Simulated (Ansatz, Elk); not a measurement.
# How far do independent atoms describe MgGaGeH?

The structure of MgGaGeH used here is made up (a known structure type with other elements) and was relaxed beforehand with r2SCAN. The aim is the Fourier transform of its all-electron density, F(hkl), set beside the sum over free spherical atoms that refinements use.

Method: DFT, PBE, all-electron APW+lo, Dirac cores, scalar-relativistic bands, static density, no spin, in Elk 11.2.3 (patched build).

The structure was built from a prototype and need not be the compound's stable phase.

**1. The structure**

It takes space group P3m1 (No. 156, trigonal). Conventional cell: a = 3.959 Å, b = 3.959 Å, c = 4.819 Å, α = 90.00°, β = 90.00°, γ = 120.00°. Nearest to Ge lie 3 Ga at 2.45 Å. Nearest to Ga lie 1 H at 1.67 Å and 3 Ge at 2.45 Å. Nearest to Mg lie 3 H at 2.37 Å. Nearest to H lie 1 Ga at 1.67 Å. Farther neighbours are not listed.

**2. Ground state and structure factors**

An all-electron density is needed, since X-rays see the cores too. Task 0 finds the density and task 195 Fourier-transforms it; tshift is off so that phases refer to the origin typed.

File elk.in:

```
tasks
  0
  195

xctype
  20

spinpol
  .false.

rgkmax
  7.0

gmaxvr
  14.0

lmaxo
  7

lmaxapw
  8

swidth
  0.002

tshift
  .false.

ramdisk
  .false.

hmaxvr
  5.5

maxscl
  120

epspot
  1e-06

sppath
  './'

avec
  7.48158175769 -0.00000000000 0.00000000000
  -3.74079087884 6.47923986265 -0.00000000000
  0.00000000000 0.00000000000 9.10705361903

atoms
  4
  'Ge.in'
  1
  -0.0000000000 -0.0000000000 0.3922753037   0.000000 0.000000 0.000000
  'Ga.in'
  1
  0.3333333333 0.6666666667 0.5728703926   0.000000 0.000000 0.000000
  'Mg.in'
  1
  0.6666666667 0.3333333333 0.0451140139   0.000000 0.000000 0.000000
  'H.in'
  1
  0.3333333333 0.6666666667 0.9184402898   0.000000 0.000000 0.000000

ngridk
  7 7 5
```

On the command line:

```sh
> OMP_NUM_THREADS=4 elk
```

Numbers of over 12 decimals in the logs are rounded to 6 here.

Log:

```text
┌─────────────────────────┐
│ Elk code version 11.2.3 │
└─────────────────────────┘

All units are atomic (Hartree, Bohr, etc.)

┌─────────────────────────────────────────────────┐
│ Ground-state run starting from atomic densities │
└─────────────────────────────────────────────────┘

Lattice vectors :
   7.481581758      -0.000000000       0.000000000
  -3.740790879       6.479239863      -0.000000000
   0.000000000       0.000000000       9.107053619

Reciprocal lattice vectors :
  0.8398204431      0.4848705589      -0.000000000
   0.000000000      0.9697411178      -0.000000000
   0.000000000       0.000000000      0.6899251470

Unit cell volume      :    441.4640850
Brillouin zone volume :   0.5618808457

Muffin-tin inner radius fraction :   0.1000000000E-01

Nuclei treated as point charges

Species : 1 (Ge)
 parameters loaded from : Ge.in
 name : germanium
 nuclear charge    :   -32.00000000
 electronic charge :    32.00000000
 atomic mass :    132414.6196
 muffin-tin radius :    2.400000000
 number of radial points in muffin-tin :    993
 inner part over the whole radius :   0.9906635991E-02
 number on inner part of muffin-tin    :    702
 approximate nuclear radius :   0.7637961215E-04
 number of mesh points to nuclear radius :    340
 atomic positions (lattice), magnetic fields (Cartesian) :
  1 :   0.00000000  0.00000000  0.39227530    0.00000000  0.00000000  0.00000000

Species : 2 (Ga)
 parameters loaded from : Ga.in
 name : gallium
 nuclear charge    :   -31.00000000
 electronic charge :    31.00000000
 atomic mass :    127097.2539
 muffin-tin radius :    1.956078052
 number of radial points in muffin-tin :    993
 inner part over the whole radius :   0.9927593104E-02
 number on inner part of muffin-tin    :    698
 approximate nuclear radius :   0.7562051033E-04
 number of mesh points to nuclear radius :    343
 atomic positions (lattice), magnetic fields (Cartesian) :
  1 :   0.33333333  0.66666667  0.57287039    0.00000000  0.00000000  0.00000000

Species : 3 (Mg)
 parameters loaded from : Mg.in
 name : magnesium
 nuclear charge    :   -12.00000000
 electronic charge :    12.00000000
 atomic mass :    44305.30466
 muffin-tin radius :    2.200000000
 number of radial points in muffin-tin :    793
 inner part over the whole radius :   0.9941530515E-02
 number on inner part of muffin-tin    :    552
 approximate nuclear radius :   0.5710277704E-04
 number of mesh points to nuclear radius :    241
 atomic positions (lattice), magnetic fields (Cartesian) :
  1 :   0.66666667  0.33333333  0.04511401    0.00000000  0.00000000  0.00000000

Species : 4 (H)
 parameters loaded from : H.in
 name : hydrogen
 nuclear charge    :   -1.000000000
 electronic charge :    1.000000000
 atomic mass :    1837.362221
 muffin-tin radius :    1.141045531
 number of radial points in muffin-tin :    393
 inner part over the whole radius :   0.9732879163E-02
 number on inner part of muffin-tin    :    256
 approximate nuclear radius :   0.2766748019E-04
 number of mesh points to nuclear radius :     79
 atomic positions (lattice), magnetic fields (Cartesian) :
  1 :   0.33333333  0.66666667  0.91844029    0.00000000  0.00000000  0.00000000

Total number of atoms per unit cell :    4
Total muffin-tin volume :    140.0817347
 ratio of muffin-tin to unit cell volume :   0.3173117349

Spin treatment :
 spin-unpolarised

Number of Bravais lattice symmetries :   24
Number of crystal symmetries         :    6
Crystal has no inversion symmetry
Complex Hermitian eigensolver will be used

k-point grid :      7     7     5
k-point offset :    0.000000000       0.000000000       0.000000000
k-point set is reduced with full crystal symmetry group
Total number of k-points :       60

Muffin-tin radius times maximum |G+k| :    7.000000000
 using average radius
Maximum |G+k| for APW functions       :    3.637722546
Maximum (1/2)|G+k|²                   :    6.616512662
Maximum |G| for potential and density :    14.00000000
[...]
at k-point 25

Charges :
 core                        :    38.00000000
 valence                     :    38.00000000
 interstitial                :    5.517820849
 muffin-tins (core leakage)
  species : 1 (Ge)
   atom 1                    :    30.83120454     (  0.3441933760E-03)
  species : 2 (Ga)
   atom 1                    :    28.72656609     (  0.7856255614E-02)
  species : 3 (Mg)
   atom 1                    :    10.29637644     ( -0.9828258696E-07)
  species : 4 (H)
   atom 1                    :   0.6280320844     (   0.000000000    )
 total in muffin-tins        :    70.48217915
 total calculated charge     :    75.99163243
 total charge                :    76.00000000
 error                       :   0.8367565248E-02

RMS change in Kohn-Sham potential (target) :    29.31542417     (  0.1000000000E-05)
Absolute change in total energy (target)   :   0.1786704833     (  0.1000000000E-03)

[... loops 3 to 18 left out ...]

┌──────────────────┐
│ Loop number : 19 │
└──────────────────┘

Energies :
 Fermi                       :     0.188111
 sum of occupied eigenvalues :     -2430.5057880022
 electron kinetic            :      4327.2907612350
 core electron kinetic       :      3969.5595404700
 Coulomb                     :     -8399.1192660728
 Coulomb potential           :     -6533.8902836089
 nuclear-nuclear             :     -508.98721860149
 electron-nuclear            :     -9256.7659372709
 Hartree                     :      1366.6338897996
 Madelung                    :     -5132.1741242683
 xc potential                :     -223.90626562835
 exchange                    :     -168.72974901534
 correlation                 :     -3.556940
 electron entropic           :    -0.25743279947549E-03
 total energy                :     -4244.1154510755

Density of states at Fermi energy :    20.57320909
 (states/Hartree/unit cell)

Estimated indirect band gap :   0.7375870048E-03
 from k-point 26 to k-point 31
Estimated direct band gap   :   0.1215382226E-01
 at k-point 31

Charges :
 core                        :    38.00000000
 valence                     :    38.00000000
 interstitial                :    5.615651850
 muffin-tins (core leakage)
  species : 1 (Ge)
[...]
species : 2 (Ga)
[...]
species : 3 (Mg)
[...]
species : 4 (H)
   atom 1                    :   0.5644348267     (   0.000000000    )
 total in muffin-tins        :    70.38434815
 total calculated charge     :    75.99196360
 total charge                :    76.00000000
 error                       :   0.8036395057E-02

RMS change in Kohn-Sham potential (target) :   0.4975559693E-06 (  0.1000000000E-05)
Absolute change in total energy (target)   :   0.1372491170E-06 (  0.1000000000E-03)

Convergence targets achieved

┌──────────────────┐
│ Loop number : 20 │
└──────────────────┘

Energies :
 Fermi                       :     0.188111
 sum of occupied eigenvalues :     -2430.5057880908
 electron kinetic            :      4327.2907612655
 core electron kinetic       :      3969.5595404343
 Coulomb                     :     -8399.1192661873
 Coulomb potential           :     -6533.8902835708
 nuclear-nuclear             :     -508.98721860149
 electron-nuclear            :     -9256.7659375370
 Hartree                     :      1366.6338899512
 Madelung                    :     -5132.1741244019
 xc potential                :     -223.90626578553
 exchange                    :     -168.72974902410
 correlation                 :     -3.556940
 electron entropic           :    -0.25743280028637E-03
 total energy                :     -4244.1154511684

Density of states at Fermi energy :    20.57320912
 (states/Hartree/unit cell)

Estimated indirect band gap :   0.7375870044E-03
 from k-point 43 to k-point 38
Estimated direct band gap   :   0.1215382210E-01
 at k-point 38

Charges :
 core                        :    38.00000000
 valence                     :    38.00000000
 interstitial                :    5.615651850
 muffin-tins (core leakage)
  species : 1 (Ge)
   atom 1                    :    30.68708661     (  0.3398898818E-03)
  species : 2 (Ga)
   atom 1                    :    28.74386635     (  0.7551888013E-02)
  species : 3 (Mg)
   atom 1                    :    10.38896036     ( -0.9828259095E-07)
  species : 4 (H)
   atom 1                    :   0.5644348267     (   0.000000000    )
 total in muffin-tins        :    70.38434815
 total calculated charge     :    75.99196360
 total charge                :    76.00000000
 error                       :   0.8036395044E-02

┌──────────────────────────────┐
│ Self-consistent loop stopped │
└──────────────────────────────┘

Warning : core states of species 1 leak from the muffin-tin :   0.3398898818E-03

Warning : core states of species 2 leak from the muffin-tin :   0.7551888013E-02

Wrote STATE.OUT
```

Run time: 52 s. Hardware: 4 threads of Arm Neoverse V2, shared host; peak memory 0.16 GiB.

SFACRHO.OUT:

```text

h k l indices transformed by vhmat matrix:
   1.000000000       0.000000000       0.000000000    
   0.000000000       1.000000000       0.000000000    
   0.000000000       0.000000000       1.000000000    

      h      k      l  multipl.   |H|            Re(F)            Im(F)           |F|

      0      0      0      1   0.0000000       75.999999     -0.61360200E-16   75.999999    
      0      0     -1      1  0.68992515      -38.085709      -8.4177865       39.004876    
      0      0      1      1  0.68992515      -38.085709       8.4177865       39.004876    
      1     -1      0      3  0.96974112       9.2497867      -15.834042       18.337815    
     -1      1      0      3  0.96974112       9.2497867       15.834042       18.337815    
     -1      1      1      3   1.1901238      -1.3189484      -5.7600166       5.9090960    
      0     -1     -1      3   1.1901238      -25.948096      -48.015216       54.578060    
     -1      0      1      3   1.1901238      -25.948096       48.015216       54.578060    
      1     -1     -1      3   1.1901238      -1.3189484       5.7600166       5.9090960    
      0      0     -2      1   1.3798503       27.962660       1.0100590       27.980897    
      0      0      2      1   1.3798503       27.962660      -1.0100590       27.980897    
     -2      1      0      6   1.6796409       54.915290      0.94338957E-08   54.915290    
      1      0     -2      3   1.6865304       6.2228838       40.433046       40.909113    
     -1      0     -2      3   1.6865304      -17.019679       27.578824       32.407731    
      1      0      2      3   1.6865304      -17.019679      -27.578824       32.407731    
      1     -1      2      3   1.6865304       6.2228838      -40.433046       40.909113    
     -1      2     -1      6   1.8158167      -29.951838      -6.4545411       30.639414    
     -1      2      1      6   1.8158167      -29.951838       6.4545411       30.639414
```

Elk indexes on the primitive cell of elk.in and gives |H| = 4π sin θ/λ in inverse bohr. Below, one row stands for each form hkl of the conventional cell (m members, Friedel mates merged), F is for one primitive cell and the density is static (no thermal factor). Free-atom factors are Waasmaier and Kirfel's, and R is Σm||F|−|F'||/Σm|F|.

```csv
hkl,m,sin θ/λ (Å⁻¹),"abs F, DFT",neutral atoms,diff.,abs of complex diff.
001,2,0.104,39.005,38.748,+0.257,0.263
100,6,0.146,18.338,18.048,+0.289,0.290
101,6,0.179,5.909,6.157,-0.248,0.250
011,6,0.179,54.578,54.612,-0.034,0.135
002,2,0.207,27.981,28.007,-0.026,0.124
110,6,0.253,54.915,55.205,-0.290,0.290
012,6,0.254,40.909,41.246,-0.337,0.381
102,6,0.254,32.408,32.740,-0.333,0.340
111,12,0.273,30.639,31.017,-0.377,0.378
200,6,0.292,14.484,14.686,-0.202,0.209
201,6,0.310,44.723,45.022,-0.299,0.308
021,6,0.310,4.953,5.103,-0.149,0.152
003,2,0.311,10.944,11.127,-0.183,0.185
112,12,0.327,23.129,23.254,-0.125,0.133
013,6,0.344,35.554,35.640,-0.087,0.087
103,6,0.344,35.609,35.786,-0.177,0.198
202,6,0.358,35.062,35.307,-0.245,0.249
022,6,0.358,27.935,27.983,-0.049,0.068
```

**3. The highest occupied states alone**

An energy window below the Fermi level keeps the highest occupied states, to see at which angles they scatter; shallow core shells can lie inside it and anion s states outside. No new self-consistency is needed.

Changes to elk.in since step 2:

```diff
@@ -1,3 +1,2 @@
 tasks
-  0
   195
@@ -40,2 +39,5 @@
 
+wsfac
+  -0.252880 0.488110
+
 sppath
```

On the command line:

```sh
> OMP_NUM_THREADS=4 elk
```

Log:

```text
┌─────────────────────────────────┐
│ Elk code version 11.2.3 started │
└─────────────────────────────────┘

Info(readinput): the functional depends on the density's gradient
 muffin-tin radial points multiplied by    2.00000
 (not where nrmtscf is given)

┌────────────────────┐
│ Current task : 195 │
└────────────────────┘
Info(checkmt): changed muffin-tin radius of species 2 (Ga) from   2.4000 to   1.9561
Info(checkmt): changed muffin-tin radius of species 4 (H) from   1.4000 to   1.1410

Info(sfacrho): density structure factors written to SFACRHO.OUT

 Energy window :  -0.2528800000      0.4881100000

┌──────────────────┐
│ Elk code stopped │
└──────────────────┘
```

It took 6.4 s on 4 threads; peak memory 0.17 GiB; 8.1 s of CPU time.

States within 12 eV below the Fermi level hold 10.00 electrons; any levels below the window count with the cores. Their amplitudes can exceed the total, where window and core parts have opposite phase:

```csv
hkl,sin θ/λ (Å⁻¹),"abs F, window","abs F, all"
001,0.104,2.115,39.005
100,0.146,1.445,18.338
101,0.179,0.884,5.909
011,0.179,1.375,54.578
002,0.207,0.812,27.981
110,0.253,0.346,54.915
012,0.254,0.436,40.909
102,0.254,0.514,32.408
111,0.273,0.464,30.639
200,0.292,0.350,14.484
```

**4. Another functional**

The difference from free atoms is small, so it is set against the change that PBEsol makes.

Changes to elk.in since step 3:

```diff
@@ -1,2 +1,3 @@
 tasks
+  0
   195
@@ -4,3 +5,3 @@
 xctype
-  20
+  22
 
@@ -39,5 +40,2 @@
 
-wsfac
-  -0.252880 0.488110
-
 sppath
```

On the command line:

```sh
> OMP_NUM_THREADS=4 elk
```

Log:

```text
┌─────────────────────────┐
│ Elk code version 11.2.3 │
└─────────────────────────┘

All units are atomic (Hartree, Bohr, etc.)

┌─────────────────────────────────────────────────┐
│ Ground-state run starting from atomic densities │
└─────────────────────────────────────────────────┘

Lattice vectors :
   7.481581758      -0.000000000       0.000000000
  -3.740790879       6.479239863      -0.000000000
   0.000000000       0.000000000       9.107053619

Reciprocal lattice vectors :
  0.8398204431      0.4848705589      -0.000000000
[...]
species : 3 (Mg)
   atom 1                    :    10.38847105     ( -0.9828259007E-07)
  species : 4 (H)
   atom 1                    :   0.5505303278     (   0.000000000    )
 total in muffin-tins        :    70.37009659
 total calculated charge     :    75.99186153
 total charge                :    76.00000000
 error                       :   0.8138466022E-02

┌──────────────────────────────┐
│ Self-consistent loop stopped │
└──────────────────────────────┘

Warning : core states of species 1 leak from the muffin-tin :   0.3443350616E-03

Warning : core states of species 2 leak from the muffin-tin :   0.7654565385E-02

Wrote STATE.OUT
[key lines of the parts left out:]
total energy                :     -4240.6945160131
```

Run time: 57 s. Hardware: 4 threads; peak memory 0.17 GiB; 3.4 min of CPU time.

Against the first run R = 0.03 %; the largest change is -0.024 at 300.

**5. Basis size**

The basis and the expansions that go with it are enlarged, to see whether the differences are converged.

Changes to elk.in since step 4:

```diff
@@ -5,3 +5,3 @@
 xctype
-  22
+  20
 
@@ -11,12 +11,12 @@
 rgkmax
-  7.0
+  8.5
 
 gmaxvr
-  14.0
+  18.0
 
 lmaxo
-  7
+  9
 
 lmaxapw
-  8
+  10
```

On the command line:

```sh
> OMP_NUM_THREADS=4 elk
```

Log:

```text
┌─────────────────────────┐
│ Elk code version 11.2.3 │
└─────────────────────────┘

All units are atomic (Hartree, Bohr, etc.)

┌─────────────────────────────────────────────────┐
│ Ground-state run starting from atomic densities │
└─────────────────────────────────────────────────┘

Lattice vectors :
   7.481581758      -0.000000000       0.000000000
  -3.740790879       6.479239863      -0.000000000
   0.000000000       0.000000000       9.107053619

Reciprocal lattice vectors :
  0.8398204431      0.4848705589      -0.000000000
[...]
species : 3 (Mg)
   atom 1                    :    10.38956722     ( -0.9828258385E-07)
  species : 4 (H)
   atom 1                    :   0.5659636976     (   0.000000000    )
 total in muffin-tins        :    70.39416741
 total calculated charge     :    75.99216298
 total charge                :    76.00000000
 error                       :   0.7837022326E-02

┌──────────────────────────────┐
│ Self-consistent loop stopped │
└──────────────────────────────┘

Warning : core states of species 1 leak from the muffin-tin :   0.3399521713E-03

Warning : core states of species 2 leak from the muffin-tin :   0.7551831787E-02

Wrote STATE.OUT
[key lines of the parts left out:]
total energy                :     -4244.1270673771
```

The job ended after 2.8 min (4 threads; peak memory 0.3 GiB; 10 min of CPU time).

Against the first run R = 0.01 %; the largest change is -0.004 at 221.

**6. A coarser k-mesh**

About half the k-points along each axis test the sampling.

Changes to elk.in since step 5:

```diff
@@ -11,12 +11,12 @@
 rgkmax
-  8.5
+  7.0
 
 gmaxvr
-  18.0
+  14.0
 
 lmaxo
-  9
+  7
 
 lmaxapw
-  10
+  8
 
@@ -64,2 +64,2 @@
 ngridk
-  7 7 5
+  4 4 2
```

On the command line:

```sh
> OMP_NUM_THREADS=4 elk
```

Log:

```text
┌─────────────────────────┐
│ Elk code version 11.2.3 │
└─────────────────────────┘

All units are atomic (Hartree, Bohr, etc.)

┌─────────────────────────────────────────────────┐
│ Ground-state run starting from atomic densities │
└─────────────────────────────────────────────────┘

Lattice vectors :
   7.481581758      -0.000000000       0.000000000
  -3.740790879       6.479239863      -0.000000000
   0.000000000       0.000000000       9.107053619

Reciprocal lattice vectors :
  0.8398204431      0.4848705589      -0.000000000
[...]
species : 3 (Mg)
   atom 1                    :    10.40536328     ( -0.9828258474E-07)
  species : 4 (H)
   atom 1                    :   0.5533420657     (   0.000000000    )
 total in muffin-tins        :    70.37336856
 total calculated charge     :    75.99198832
 total charge                :    76.00000000
 error                       :   0.8011680490E-02

┌──────────────────────────────┐
│ Self-consistent loop stopped │
└──────────────────────────────┘

Warning : core states of species 1 leak from the muffin-tin :   0.3391999042E-03

Warning : core states of species 2 leak from the muffin-tin :   0.7547661885E-02

Wrote STATE.OUT
[key lines of the parts left out:]
total energy                :     -4244.1113061682
```

The job ended after 18 s (4 threads; peak memory 0.17 GiB).

Against the first run R = 0.01 %; the largest change is -0.042 at 001.

**7. Settings against the effect**

```csv
run,R against the first run (%),"R against neutral atoms, low angle (%)",wall time
"PBE, rgkmax 7",0.00,0.85,52 s
PBEsol,0.03,0.85,57 s
rgkmax 8.5 with larger expansions,0.01,0.84,2.8 min
k-mesh 4×4×2,0.01,0.82,18 s
```

**8. Outcome**

```
R against neutral atoms, sin θ/λ < 0.3 Å⁻¹ : 0.85 %
R against neutral atoms, 0.3 to 0.82 Å⁻¹   : 0.21 %
```

In words: Independent neutral atoms miss the calculated amplitudes by R = 0.85 % below 0.3 Å⁻¹ and 0.21 % from there to 0.82 Å⁻¹; by shells, 1.20 % below 0.15 Å⁻¹ (2 forms), 0.81 % 0.15 to 0.3 (8 forms), 0.36 % 0.3 to 0.45 (22 forms), 0.17 % above 0.45 (111 forms). Bonding, aspherical density and the tables' own atoms all enter these figures, and the runs don't part them. The largest change of an amplitude is -0.38 electrons, at 111. R counts amplitudes alone; phases shift too. The window's part falls from 10.0 electrons at the origin to at most 0.22 between 0.45 and 0.82 Å⁻¹. Below 0.3 Å⁻¹ the changes that finished (PBEsol, rgkmax 8.5 with larger expansions and k-mesh 4×4×2) move F by R = 0.05 % at most, against the 0.85 % that separates it from free atoms. Part of the difference isn't bonding: the tables are fits to free atoms and ions calculated by other methods than this functional. Thermal motion, anomalous dispersion and extinction are left out.

[Logs are printed without paths, hosts, clocks, repeated set-up lines and the standing remarks that a program may print on its own settings, such as how far it seeks lower states.]

[Hosts, paths, dates, database ids (printed as entryN), source tags and the programs' standing remarks are cut or masked in the printed files.]
